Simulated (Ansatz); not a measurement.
# Stack of 1T-PtTe2 under antimonene, shifted by a third of the diagonal in a perpendicular field

What dipole does a perpendicular field induce in the stack of 1T-PtTe2 under antimonene, shifted by a third of the diagonal? A positive field points along +c.

Program: Ansatz 0.2.0. Level of theory: plane-wave DFT, PBE-D3(BJ), Ansatz PAW. Results are calculated unless marked as measured.

### 1. The structure

The cell holds 5 atoms: 2 Te, 1 Pt and 2 Sb. Cell: a = 4.070 Å, b = 4.070 Å, c = 45.448 Å, α = 90.0°, β = 90.0°, γ = 120.0°. Regions: layer 1: 1T-PtTe2, 3 atoms (2 Te and 1 Pt); layer 2: antimonene, 2 atoms (2 Sb). Vacuum lies along c.

### 2. Relaxation

The starting cell is a guess, so the in-plane lattice and the atoms are relaxed first, with the slab cut off from its images along the normal.

Input file input.yaml:

```yaml
crystal:
  lattice:
    - [4.07, 0.0, 0.0]
    - [-2.035, 3.5247233934, 0.0]
    - [0.0, 0.0, 45.4483267759]
  atoms:
    - { symbol: Te, position: [0.6666666667, 0.3333333333, 0.4202574958] }
    - { symbol: Pt, position: [0.0, 0.0, 0.4471927754] }
    - { symbol: Te, position: [0.3333333333, 0.6666666667, 0.474128055] }
    - { symbol: Sb, position: [0.0, 0.0, 0.5434375373] }
    - { symbol: Sb, position: [0.6666666667, 0.3333333333, 0.5797425042] }
  periodic: [true, true, false]
kpoints:
  mp_grid: { grid: [12, 12, 1] }
hamiltonian:
  xc: pbe
  dispersion: d3bj
scf:
  occupations: { method: fermi_dirac, width: 0.05 }
  convergence: { dr2_threshold: 1.0e-09 }
relax:
  f_tol: 0.004
  max_steps: 90
  cell: {}
output:
  write_potential: true
  write_density: true
  volumetric_format: npy
```

Command:

```console
$ ansatz run input.yaml --threads 2 --pin off --max-ram 3072MiB --backend cpu --events-out ev --progress --plain --runs-dir out
```

Numbers of over 12 decimals in the logs are rounded to 6 here.

The program printed:

```text
Warning: relax.cell: scf.convergence.dr2_threshold = 1e-9 eV is looser than the 1.68064528465e-10 eV advised for a relaxation that steers and ends on the stress (1e-10 eV for each atom of the cell: 5, times the square of relax.cell.stress_2d_tol = 0.05 N/m over 17.2 Å (the atoms' height at the walk's start and 5 Å past either face), 2.899e-2 GPa, over a crystal's default 0.05). What an SCF threshold leaves in a stress goes as its square root, and in the free energy as the threshold itself, and one threshold admits the most on a small cell: [figures from the program's tests cut] Set scf.convergence.dr2_threshold to 1.68064528465e-10 eV or tighter. [rest of the remark cut]
Engine: ansatz 0.2.0, x86_64-unknown-linux-gnu
Pseudopotentials: kind: paw
Pseudopotential: Te, paw, valence charge 16, recommended cutoff 420 eV (normal), Te.paw.azcp
Pseudopotential: Pt, paw, valence charge 18, recommended cutoff 420 eV (normal), Pt.paw.azcp
Pseudopotential: Sb, paw, valence charge 15, recommended cutoff 420 eV (normal), Sb.paw.azcp
Functional definition: PBE
  parameter kappa = 0.804
  parameter beta = 0.066725
  exchange = pbe_x(kappa = kappa, mu = beta*pi^2/3)
  correlation = pbe_c(beta = beta)
Crystal: 5 atoms, lattice volume = 651.985 Å³
Basis set: ecut = 420 eV, 12715 PW (Γ), exchange–correlation on 60×60×640 points (8 copies of the dense FFT grid, shifted against one another)
Bands: 48, of which v1, the nominal top of the filled ones, is band 40 counted from 1 (39 counted from 0)
Symmetry: 6 space group operations
Space group: P3m1 (ITA 156), of the structure as read, at distance tolerance 8.7e-5 Å
k-points: 19 of 144 (time reversal used)
Non-local potential: Te, projectors of the file, l = 0: 2, l = 1: 2, l = 2: 2, l = 3: 2
Non-local potential: Pt, projectors of the file, l = 0: 3, l = 1: 2, l = 2: 2, l = 3: 1
Non-local potential: Sb, projectors of the file, l = 0: 2, l = 1: 2, l = 2: 2, l = 3: 2
PAW form: soft (Blöchl's): semilocal exchange-correlation on the pseudo side does not see the compensation charge
PAW one-centre angular grid: Te, 590 points (default); XC on 64 Gauss nodes
PAW one-centre angular grid: Pt, 590 points (default); XC on 64 Gauss nodes
PAW one-centre angular grid: Sb, 590 points (default); XC on 64 Gauss nodes
Initial density: superposition of atomic densities (neutral atoms: chi_scale 0, normalization atom), corrected by the library's trained network
Initial wavefunctions: pseudopotential atomic-orbital guess
Functional: x = pbe(κ = 0.804, μ = 0.219515), c = pbe(β = 0.066725)
SCF iter   1: F=—  HF=-39454.516268 eV  |F-HF|=—  |Δ(HF+E_count)|=         —  Δρ=1.10e-3  dr2=3.21e-2  ethr=1.77e-3  ⟨swp⟩=19.3  Hψ=6262  notcnv=0  defer=3
preconditioner: auto → LDOS  [insulator: Δε(μ)=0.305 eV  Ē_g=8.180 eV  σ=0.050 eV  W_gap=0.91  n_scr=92 (ndim 8)  ℏωp=8.2 eV  f_vac=0.753  D(μ)=0.19/eV (n_scr^D=2)  ε∞_Penn≈2.0  β→1.0]
SCF iter   2: F=—  HF=-39454.524364 eV  |F-HF|=—  |Δ(HF+E_count)|=   8.10e-3  Δρ=1.52e-3  dr2=1.46e-1  ethr=4.02e-5  ⟨swp⟩=4.9  Hψ=2735  notcnv=0  defer=34
SCF iter   3: F=—  HF=-39454.512556 eV  |F-HF|=—  |Δ(HF+E_count)|=   1.18e-2  Δρ=6.42e-4  dr2=2.87e-2  ethr=4.02e-5  ⟨swp⟩=4.5  Hψ=1796  notcnv=0  defer=34
SCF iter   4: F=—  HF=-39454.509296 eV  |F-HF|=—  |Δ(HF+E_count)|=   3.26e-3  Δρ=1.35e-4  dr2=6.95e-4  ethr=3.59e-5  ⟨swp⟩=2.3  Hψ=1099  notcnv=0  defer=34
SCF iter   5: F=—  HF=-39454.509380 eV  |F-HF|=—  |Δ(HF+E_count)|=   8.40e-5  Δρ=1.08e-4  dr2=1.34e-4  ethr=8.69e-7  ⟨swp⟩=3.5  Hψ=1926  notcnv=0  defer=34
SCF iter   6: F=—  HF=-39454.509362 eV  |F-HF|=—  |Δ(HF+E_count)|=   1.76e-5  Δρ=3.27e-5  dr2=9.11e-6  ethr=1.67e-7  ⟨swp⟩=3.6  Hψ=1768  notcnv=0  defer=34
SCF iter   7: F=—  HF=-39454.509382 eV  |F-HF|=—  |Δ(HF+E_count)|=   1.94e-5  Δρ=1.53e-5  dr2=5.41e-6  ethr=1.14e-8  ⟨swp⟩=3.3  Hψ=1892  notcnv=0  defer=34
SCF iter   8: F=—  HF=-39454.509470 eV  |F-HF|=—  |Δ(HF+E_count)|=   8.81e-5  Δρ=4.71e-6  dr2=2.46e-7  ethr=6.76e-9  ⟨swp⟩=2.9  Hψ=1342  notcnv=0  defer=34
SCF iter   9: F=—  HF=-39454.509470 eV  |F-HF|=—  |Δ(HF+E_count)|=   6.98e-8  Δρ=1.73e-6  dr2=3.13e-8  ethr=3.08e-10  ⟨swp⟩=3.2  Hψ=1784  notcnv=0  defer=34
SCF iter  10: F=—  HF=-39454.509470 eV  |F-HF|=—  |Δ(HF+E_count)|=   2.75e-8  Δρ=6.05e-7  dr2=2.11e-9  ethr=3.91e-11  ⟨swp⟩=3.9  Hψ=1976  notcnv=0  defer=34
SCF iter  11: F=-39454.509470 eV  HF=-39454.509470 eV  |F-HF|=8.15e-10  |Δ(HF+E_count)|=   9.41e-9  Δρ=1.24e-7  dr2=1.29e-10  ethr=1.25e-12  ⟨swp⟩=12.2  Hψ=6444  notcnv=0
SCF 1 converged in 11 iterations: F = -39454.509470 eV  dr2 = 1.29e-10
  greatest PAW one-centre occupation: 1.000 electrons in one spin orbital (limit 2), on the Pt atom at site 1 (counted from 0), in its partial waves of l = 0
relax step   1: F+E_penalty+E_count = -39454.50947003 eV  Δ(F+E_penalty+E_count) = +0.000e0 eV  max|allowed force component| = 1.651e0 eV/Å  Δτ_max = 0.0000 Å  P = +2.123 N/m  Ω = 651.985 Å³  fix = [c, alpha, beta]  reactions: c +0.000 N/m  (11 SCF iters, accepted)
Crystal: 5 atoms, lattice volume = 653.117 Å³
Initial density: handed on by an earlier stage of this run
Initial wavefunctions: those handed on with the density
iter 1 solved again at ethr=3.32e-4 eV; its pass at ethr=3.10e-3 eV (dr2=2.65e-1 eV) is discarded
SCF iter   1: F=—  HF=-39454.728381 eV  |F-HF|=—  |Δ(HF+E_count)|=         —  Δρ=3.50e-3  dr2=2.70e-1  ethr=3.32e-4  ⟨swp⟩=3.4  Hψ=5388  notcnv=0
preconditioner: auto → LDOS  [metal: Δε(μ)=0.058 eV  Ē_g=7.870 eV  σ=0.050 eV  W_gap=0.27  n_scr=92 (ndim 8)  ℏωp=8.2 eV  f_vac=0.748  D(μ)=1.74/eV (n_scr^D=10)  β→1.0]
SCF iter   2: F=—  HF=-39454.718153 eV  |F-HF|=—  |Δ(HF+E_count)|=   1.02e-2  Δρ=1.77e-3  dr2=4.59e-2  ethr=3.32e-4  ⟨swp⟩=5.2  Hψ=2081  notcnv=0  defer=1
SCF iter   3: F=—  HF=-39454.712221 eV  |F-HF|=—  |Δ(HF+E_count)|=   5.93e-3  Δρ=9.61e-4  dr2=2.07e-2  ethr=5.74e-5  ⟨swp⟩=3.9  Hψ=2283  notcnv=0  defer=35
SCF iter   4: F=—  HF=-39454.708654 eV  |F-HF|=—  |Δ(HF+E_count)|=   3.57e-3  Δρ=1.70e-4  dr2=6.44e-4  ethr=2.58e-5  ⟨swp⟩=2.8  Hψ=1582  notcnv=0  defer=36
SCF iter   5: F=—  HF=-39454.708481 eV  |F-HF|=—  |Δ(HF+E_count)|=   1.73e-4  Δρ=5.48e-5  dr2=1.13e-4  ethr=8.05e-7  ⟨swp⟩=3.1  Hψ=1831  notcnv=0  defer=35
SCF iter   6: F=—  HF=-39454.708469 eV  |F-HF|=—  |Δ(HF+E_count)|=   1.22e-5  Δρ=1.74e-5  dr2=8.43e-6  ethr=1.41e-7  ⟨swp⟩=3.0  Hψ=1341  notcnv=0  defer=35
SCF iter   7: F=—  HF=-39454.708477 eV  |F-HF|=—  |Δ(HF+E_count)|=   7.76e-6  Δρ=7.03e-6  dr2=7.77e-7  ethr=1.05e-8  ⟨swp⟩=3.2  Hψ=1545  notcnv=0  defer=35
[...]
SCF iter   8: F=—  HF=-39454.773803 eV  |F-HF|=—  |Δ(HF+E_count)|=   3.04e-7  Δρ=1.33e-6  dr2=2.14e-8  ethr=3.42e-10  ⟨swp⟩=2.9  Hψ=1856  notcnv=0  defer=2
SCF iter   9: F=—  HF=-39454.773803 eV  |F-HF|=—  |Δ(HF+E_count)|=   4.60e-8  Δρ=5.58e-7  dr2=2.56e-9  ethr=2.68e-11  ⟨swp⟩=3.0  Hψ=1884  notcnv=0  defer=2
SCF iter  10: F=-39454.773803 eV  HF=-39454.773803 eV  |F-HF|=2.43e-9  |Δ(HF+E_count)|=   1.44e-8  Δρ=1.96e-7  dr2=3.63e-10  ethr=1.25e-12  ⟨swp⟩=12.1  Hψ=6541  notcnv=0
SCF 3 converged in 10 iterations: F = -39454.773803 eV  dr2 = 3.63e-10
relax step   3: F+E_penalty+E_count = -39454.77380267 eV  Δ(F+E_penalty+E_count) = -6.524e-2 eV  max|allowed force component| = 9.433e-2 eV/Å  Δτ_max = 0.1937 Å  P = -0.499 N/m  Ω = 640.996 Å³  energy of the carried Pulay correction = +5.471e-4 eV  fix = [c, alpha, beta]  reactions: c -0.000 N/m  (10 SCF iters, accepted)
[...]
relax step   4: F+E_penalty+E_count = -39454.77475970 eV  Δ(F+E_penalty+E_count) = -9.570e-4 eV  max|allowed force component| = 1.251e-1 eV/Å  Δτ_max = 0.0297 Å  P = +0.061 N/m  Ω = 638.334 Å³  energy of the carried Pulay correction = +6.810e-4 eV  fix = [c, alpha, beta]  reactions: c +0.000 N/m  (8 SCF iters, accepted)
[...]
relax step   5: F+E_penalty+E_count = -39454.77564629 eV  Δ(F+E_penalty+E_count) = -8.866e-4 eV  max|allowed force component| = 1.387e-2 eV/Å  Δτ_max = 0.0085 Å  P = +0.005 N/m  Ω = 637.756 Å³  energy of the carried Pulay correction = +7.102e-4 eV  fix = [c, alpha, beta]  reactions: c +0.000 N/m  (7 SCF iters, accepted)
[...]
relax step   6: F+E_penalty+E_count = -39454.77566439 eV  Δ(F+E_penalty+E_count) = -1.809e-5 eV  max|allowed force component| = 2.659e-3 eV/Å  Δτ_max = 0.0059 Å  P = +0.006 N/m  Ω = 637.862 Å³  energy of the carried Pulay correction = +7.049e-4 eV  fix = [c, alpha, beta]  reactions: c +0.000 N/m  (7 SCF iters, accepted)
Basis set: ecut = 420 eV, 12511 PW (Γ), exchange–correlation on 54×54×640 points (8 copies of the dense FFT grid, shifted against one another)
Initial wavefunctions: pseudopotential atomic-orbital guess (no wavefunctions were taken with the density)
iter 1 solved again at ethr=1.31e-6 eV; its pass at ethr=3.10e-3 eV (dr2=1.04e-3 eV) is discarded
SCF iter   1: F=—  HF=-39454.774850 eV  |F-HF|=—  |Δ(HF+E_count)|=         —  Δρ=1.55e-5  dr2=2.84e-7  ethr=1.31e-6  ⟨swp⟩=6.3  Hψ=9420  notcnv=0
eigensolver tolerance schedule: the retry pair's looser diagonalisation over-reported the residual by 3672.59 of it (diagonalisation noise at an unbounded share of the residual, at the tolerance the schedule requests for it); recorded, not acted on — ethr = c·dr2/N_el stays at c = 1.0e-1
preconditioner: auto → LDOS  [metal: Δε(μ)=0.022 eV  Ē_g=8.008 eV  σ=0.050 eV  W_gap=0.11  n_scr=92 (ndim 8)  ℏωp=8.3 eV  f_vac=0.755  D(μ)=1.95/eV (n_scr^D=10)  β→1.0]
SCF iter   2: F=—  HF=-39454.774950 eV  |F-HF|=—  |Δ(HF+E_count)|=   1.01e-4  Δρ=5.63e-6  dr2=1.88e-7  ethr=3.55e-10  ⟨swp⟩=5.3  Hψ=3073  notcnv=0
SCF iter   3: F=—  HF=-39454.774950 eV  |F-HF|=—  |Δ(HF+E_count)|=   7.12e-8  Δρ=1.27e-6  dr2=6.66e-9  ethr=2.35e-10  ⟨swp⟩=2.6  Hψ=1676  notcnv=0
SCF iter   4: F=—  HF=-39454.774950 eV  |F-HF|=—  |Δ(HF+E_count)|=   2.39e-8  Δρ=5.16e-7  dr2=2.61e-9  ethr=8.32e-12  ⟨swp⟩=3.8  Hψ=2113  notcnv=0
SCF iter   5: F=-39454.774950 eV  HF=-39454.774950 eV  |F-HF|=2.18e-9  |Δ(HF+E_count)|=   1.58e-9  Δρ=7.83e-8  dr2=7.69e-11  ethr=1.25e-12  ⟨swp⟩=16.3  Hψ=8235  notcnv=0
SCF 7 converged in 5 iterations: F = -39454.774950 eV  dr2 = 7.69e-11
relax step   7: F+E_penalty+E_count = -39454.77495020 eV  Δ(F+E_penalty+E_count) = +7.142e-4 eV  max|allowed force component| = 2.710e-3 eV/Å  Δτ_max = 0.0000 Å  P = +0.007 N/m  Ω = 637.862 Å³  fix = [c, alpha, beta]  reactions: c +0.000 N/m  stress off target by 7.35e-3 N/m on what of the cell is left free  SCF on the basis re-selected at this cell (its energy is not comparable with the rows above)  (5 SCF iters)
basis re-selected at this cell: Δ(F+E_penalty+E_count) = +7.142e-4 eV, ΔP = +0.001 N/m vs the last step (what re-selecting the basis moved, of the pressure what is left beyond the Pulay correction that the steps carried, after the strain that the cell walked since its last selection, with what the two solves' SCF thresholds leave and, on support functions, any second-order correction that the steps lacked; it is no measure of the basis error at this ecutwfc). The dense FFT grid was sized anew with the basis: this SCF ran on 27×27×320 points, the steps before it on 30×30×320, so part of this shift can come from that change (see relax.cell in the input reference). [rest of the remark cut]
WARN: The output density's exchange-correlation potential varies sharply where the density is thin. Do not read a vacuum level from v_tot or v_xc, or from such a field of the output density. On a cell that repeats whose density bears no net charge and no dipole along the vacuum's axis use v_es (v_loc + v_h of the components); under efield.dipole_correction with no amplitude use v_es + v_field, which holds any externa [...]
SCF converged after 5 iterations
Free energy (F): -39454.774950 eV
Harris-Foulkes:  -39454.774950 eV  (|F-HF|=2.18e-9)
Internal energy: -39454.759110 eV  (E = F + TS)
E sigma→0 (E₀):  -39454.767030 eV
Entropy (-TS):   -0.015841 eV (-3.168 meV/atom)
Fermi energy:    -4.087361 eV
--- Per-component energies (eV) ---
  E_band       = -2353.502736
  E_kinetic    = 1413.707743
  E_local      = -352885.678142  (includes V_loc(G=0)·N_el)
  E_nonlocal   = 302.918081
  E_hartree    = 175778.746106
  E_xc         = -787.465973
  E_vxc        = -703.802275  (∫ρ·V_xc dr)
  E_paw        = -27929.802723  (= ΣΔE_a)
  E_vpaw       = -2038.142331  (= ΣTr[D̂ρ^β])
  E_aug_tail   = -0.000135  (compensation charges beyond the density's cutoff)
  E_ewald      = 164654.790257
  E_disp       = -1.974322  (pairwise vdW)
  E_smearing   = -0.015841  (= −TS)
  E_closure    = 0.000000  (closes the sum)
  Σ components = -39454.774950   (vs F -39454.774950, Δ=0.00e0)
--- Forces (eV/Å), atoms counted from 1 ---
  atom   1  Te     0.00000000     0.00000000    -0.00271007
  atom   2  Pt     0.00000000    -0.00000000     0.00225517
  atom   3  Te     0.00000000    -0.00000000    -0.00220683
  atom   4  Sb     0.00000000     0.00000000     0.00103718
  atom   5  Sb     0.00000000    -0.00000000     0.00162493
  max |Σ_I F_I| component: 3.81e-7 eV/Å
--- 2D stress c σ (N/m, compression-positive) ---
        0.007351       0.000000      -0.000000
        0.000000       0.007351       0.000000
       -0.000000       0.000000       0.000000
  P = ½ c Tr σ = 0.0074 N/m
--- Band table (eV; the first three rows and the last of 19) ---
  k-point 0: bands = [... 36 lower, -4.9474, -4.6106, -4.6106, -4.2579, -2.5770, -2.5770, -2.5083, -1.8453, ... 4 higher]
  k-point 1: bands = [... 36 lower, -5.0783, -5.0670, -4.7253, -4.0136, -3.0657, -2.6605, -2.2823, -1.7390, ... 4 higher]
  k-point 2: bands = [... 36 lower, -5.4432, -5.3001, -4.9910, -4.4626, -3.4885, -2.8256, -2.6196, -1.4052, ... 4 higher]
  k-point 18: bands = [... 36 lower, -6.9331, -6.4905, -6.2933, -6.1905, -4.0759, -3.8623, -2.6494, -1.4424, ... 4 higher]
  the weakly bound empty levels are not read free of the cell's end (no_gap_told)
--- Relaxed structure (6 steps of the walk, 6 accepted, 1 SCFs on fresh bases) ---
  F+E_penalty+E_count = -39454.77495020 eV   max|allowed force component| = 2.710e-3 eV/Å   (the final SCF, on the basis selected at the relaxed cell)
  cell:  # Å, volume = 637.8616 Å³
    - [4.025677, 0, 0]
    - [-2.012839, 3.486339, 0]
    - [0, 0, 45.4483267759]
  atoms:
    - { symbol: Te, position: [0.666667, 0.333333, 0.419342] }
    - { symbol: Pt, position: [-2.3037126201159776e-17, -1.350771034324479e-17, 0.449907] }
    - { symbol: Te, position: [0.333333, 0.666667, 0.480437] }
    - { symbol: Sb, position: [-2.4694627783527998e-17, -1.6822713507981233e-17, 0.539205] }
    - { symbol: Sb, position: [0.666667, 0.333333, 0.575867] }
```

Elapsed: 3.6 min, on 2 threads of Intel Xeon at 2.70GHz, shared host; peak memory 1.1 GiB.

Relaxation path:

| step | energy less that of the first step (eV) | largest force component (eV/Å) | volume (Å³) |
| --- | --- | --- | --- |
| 1 | 0.0000 | 1.6512 | 651.98 |
| 2 | -0.1991 | 0.4987 | 653.12 |
| 3 | -0.2643 | 0.0943 | 641.00 |
| 4 | -0.2653 | 0.1251 | 638.33 |
| 5 | -0.2662 | 0.0139 | 637.76 |
| 6 | -0.2662 | 0.0027 | 637.86 |
| 7* | -0.2655 | 0.0027 | 637.86 |

Relaxation steps marked * repeat the geometry before them on a plane-wave basis chosen anew for their cell, so energy and pressure can jump there.

Forces are held to the 6 operations that the run works with; a distortion that breaks them can't arise in this run.

| cell as run | before | after | change |
| --- | --- | --- | --- |
| a (Å) | 4.070 | 4.026 | -1.1 % |
| b (Å) | 4.070 | 4.026 | -1.1 % |

The atoms that moved most (Å, along periodic axes as changes of fractional coordinates times the final cell, across vacuum about the mean position):

| atom | dx | dy | dz | length |
| --- | --- | --- | --- | --- |
| Te3 | 0.000 | 0.000 | 0.287 | 0.287 |
| Sb4 | 0.000 | 0.000 | -0.192 | 0.192 |
| Sb5 | 0.000 | 0.000 | -0.176 | 0.176 |
| Pt2 | 0.000 | 0.000 | 0.123 | 0.123 |
| Te1 | 0.000 | 0.000 | -0.042 | 0.042 |

The relaxed structure:

```xyz
5
Lattice="4.0257 0.0000 0.0000 -2.0128 3.4863 0.0000 0.0000 0.0000 45.4483" Properties=species:S:1:pos:R:3
Te    2.0128    1.1621   19.0584
Pt    0.0000    0.0000   20.4475
Te    0.0000    2.3242   21.8350
Sb    0.0000    0.0000   24.5060
Sb    2.0128    1.1621   26.1722
```

This step gave:

```
energy at zero smearing : -39454.7670 eV
```

The lattice constant a goes from 4.070 to 4.026 Å.

[end of part 1 of 2]

[Logs are printed without paths, hosts, clocks, repeated set-up lines and the standing remarks that a program may print on its own settings, such as how far it seeks lower states.]

[Hosts, paths, dates, database ids (printed as entryN), source tags and the programs' standing remarks are cut or masked in the printed files.]

[Maps of the electrostatic potential energy from Ansatz leave out the sawtooth potential of an applied field or a dipole correction, so their vacuum need not be flat; planar profiles and work functions include it.]
